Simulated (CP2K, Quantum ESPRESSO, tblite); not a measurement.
## Finding the fault: CP2K, random hcp alloy of Hf and Sc (64 atoms)

Program: CP2K 2026.2, a calculation on a cell of 56 Sc and 8 Hf, 24.7 Å³ an atom.

File input.inp:

```
&GLOBAL
  PROJECT cell
  RUN_TYPE ENERGY_FORCE
  PRINT_LEVEL LOW
&END GLOBAL
&FORCE_EVAL
  METHOD QS
  STRESS_TENSOR ANALYTICAL
  &DFT
    BASIS_SET_FILE_NAME BASIS_MOLOPT_UZH
    POTENTIAL_FILE_NAME POTENTIAL_UZH
    &MGRID
      CUTOFF 120
      REL_CUTOFF 50
    &END MGRID
    &QS
      EPS_DEFAULT 1.0E-12
    &END QS
    &SCF
      SCF_GUESS ATOMIC
      EPS_SCF 1.0E-06
      MAX_SCF 60
      ADDED_MOS 51
      &DIAGONALIZATION
        ALGORITHM STANDARD
      &END DIAGONALIZATION
      &SMEAR ON
        METHOD FERMI_DIRAC
        ELECTRONIC_TEMPERATURE [K] 580
      &END SMEAR
      &MIXING
        METHOD BROYDEN_MIXING
        ALPHA 0.15
        NBROYDEN 8
      &END MIXING
      &PRINT
        &RESTART OFF
        &END RESTART
      &END PRINT
    &END SCF
    &XC
      &XC_FUNCTIONAL PBE
      &END XC_FUNCTIONAL
    &END XC
    &PRINT
      &MULLIKEN ON
      &END MULLIKEN
      &HIRSHFELD ON
        SHAPE_FUNCTION DENSITY
      &END HIRSHFELD
      &MO ON
        EIGENVALUES T
        OCCUPATION_NUMBERS T
        MO_INDEX_RANGE 345 368
        &EACH
          QS_SCF 0
        &END EACH
        ADD_LAST NUMERIC
      &END MO
    &END PRINT
  &END DFT
  &SUBSYS
    &CELL
      A 13.17920 0.00000 0.00000
      B -6.58960 11.41352 0.00000
      C 0.00000 0.00000 10.49060
    &END CELL
    &TOPOLOGY
      COORD_FILE_NAME structure.xyz
      COORD_FILE_FORMAT XYZ
    &END TOPOLOGY
    &KIND Sc
      BASIS_SET DZVP-MOLOPT-PBE-GTH-q11
      POTENTIAL GTH-PBE-q11
    &END KIND
    &KIND Hf
      BASIS_SET DZVP-MOLOPT-PBE-GTH-q12
      POTENTIAL GTH-PBE-q12
    &END KIND
  &END SUBSYS
  &PRINT
    &FORCES ON
    &END FORCES
    &STRESS_TENSOR ON
    &END STRESS_TENSOR
  &END PRINT
&END FORCE_EVAL
```

File structure.xyz:

```xyz
64

Sc 6.56805 11.40542 0.00556
Sc 0.01133 1.89282 2.58321
Hf 0.01562 0.04029 5.28453
Sc 0.00105 1.87068 7.85673
Sc 11.51157 2.83341 0.00598
Sc -1.62869 4.75327 2.58342
Sc -1.63343 2.85178 5.21823
Sc -1.61412 4.72280 7.86805
Sc 9.85883 5.71247 10.48672
Sc -3.26844 7.61054 2.63314
[... 50 atom lines left out ...]
Sc 4.93377 8.54302 10.48284
Hf 4.96026 10.40936 2.60461
Sc 4.88322 8.55295 5.27058
Sc 4.98681 10.45353 7.84970
```

Started as:

```bash
OMP_NUM_THREADS=2 cp2k.psmp -i input.inp > output.txt
```

Numbers of over 12 decimals in the logs are rounded to 6 here.

Output:

```text
CP2K| version string:                                       CP2K version 2026.2
 CP2K| Input file name                                                 input.inp
 GLOBAL| Basis set file name                                    BASIS_MOLOPT_UZH
 GLOBAL| Potential file name                                       POTENTIAL_UZH
 GLOBAL| Run type                                                   ENERGY_FORCE
 GLOBAL| Total number of message passing processes                             1
 GLOBAL| Number of threads for this process                                    2
 TOTAL NUMBERS AND MAXIMUM NUMBERS
  Total number of            - Atomic kinds:                                   2
                             - Atoms:                                         64
                             - Shell sets:                                    64
                             - Shells:                                       512
                             - Primitive Cartesian functions:                376
                             - Cartesian basis functions:                   1984
[... lines left out ...]
                        Smear method:                                FERMI_DIRAC
[... lines left out ...]
 Number of electrons:                                                        712
[... lines left out ...]
  Step     Update method      Time    Convergence         Total energy    Change
[... lines left out ...]
  *** SCF run converged in    24 steps ***
[... lines left out ...]
  Fermi energy:                                                 0.288094
  Total energy:                                             -3006.162073
  Total energy (extrapolated to T->0):                      -3006.143219
[... lines left out ...]
 MO| E(Fermi):            0.288094 a.u.          7.839439 eV
 !-----------------------------------------------------------------------------!
                     Mulliken Population Analysis
 #  Atom  Element  Kind  Atomic population                           Net charge
       1     Sc       1         10.999571                              0.000429
       2     Sc       1         10.988607                              0.011393
       3     Hf       2         12.033248                             -0.033248
[...]
63     Sc       1         10.978929                              0.021071
      64     Sc       1         10.995785                              0.004215
 # Total charge                            712.000000                 -0.000000
 !-----------------------------------------------------------------------------!
 !-----------------------------------------------------------------------------!
                           Hirshfeld Charges
  #Atom  Element  Kind  Ref Charge     Population                    Net charge
      1       Sc     1      11.000         11.007                        -0.007
      2       Sc     1      11.000         11.006                        -0.006
      3       Hf     2      12.000         11.958                         0.042
[...]
63       Sc     1      11.000         11.010                        -0.010
     64       Sc     1      11.000         11.009                        -0.009
  Total Charge                                                            0.005
 !-----------------------------------------------------------------------------!
 ENERGY| Total FORCE_EVAL ( QS ) energy [hartree]          -3006.162116
 FORCES| Atomic forces [hartree/bohr]
 FORCES|   Atom     x               y               z               |f|
 FORCES|      1 -1.67795421E-02 -6.29817670E-03  1.38162092E-03   1.79757875E-02
 FORCES|      2 -8.95785484E-03 -1.23033917E-02 -1.28296830E-02   1.99052098E-02
 FORCES|      3 -2.85353390E-03 -9.77688448E-03 -5.34656386E-03   1.15028636E-02
[...]
FORCES|     63 -7.61248575E-03  1.65884710E-02  5.45611523E-03   1.90498426E-02
 FORCES|     64 -1.65490318E-03  1.90672888E-02 -3.07483427E-03   1.93843961E-02
 FORCES| Sum    -1.01303223E-01  1.94190350E-01 -1.86634358E-02
 FORCES| Total atomic force                                       2.19819378E-01
 STRESS| Analytical stress tensor [bar]
 STRESS|                        x                   y                   z
 STRESS|      x        9.48145590498E+03  -6.89576793218E+03  -3.94848346699E+02
 STRESS|      y       -6.89576793218E+03   2.80628806616E+03  -1.25653239289E+02
 STRESS|      z       -3.94848346699E+02  -1.25653239289E+02   6.07780717136E+03
 STRESS| 1/3 Trace                                             6.12185038084E+03
```

Elapsed: 9 min, on 2 threads of Arm Neoverse V2, shared host; peak memory 1.2 GiB.

Banners, paths, timers and routine set-up lines are dropped from the logs unmarked, and long logs keep their key lines alone; longer cuts are marked.

Against a plane-wave PBE reference and this program's sound run:

- r.m.s. difference of force components: 489.3 meV/Å
- longest difference of force vectors: 1888 meV/Å
- force difference over r.m.s. force: 249.9 %
- slope of forces against the reference's: 0.5526
- energy less the same-level run's: -40.72 meV/atom
- r.m.s. force difference from the same-level run: 488.5 meV/Å

Q: Name the fault.

A grid cutoff far too low: cutoff 120 Ry. The sound run has cutoff 800 Ry.

The run converged all the same, so the exit status doesn't show the fault.

[Also dropped from logs without a mark: logging warnings of Python, and SIESTA's first energy breakdown and zero terms.]

[Logs are printed without paths, hosts, clocks, repeated set-up lines and the standing remarks that a program may print on its own settings, such as how far it seeks lower states.]

[Hosts, paths, dates, database ids (printed as entryN), source tags and the programs' standing remarks are cut or masked in the printed files.]
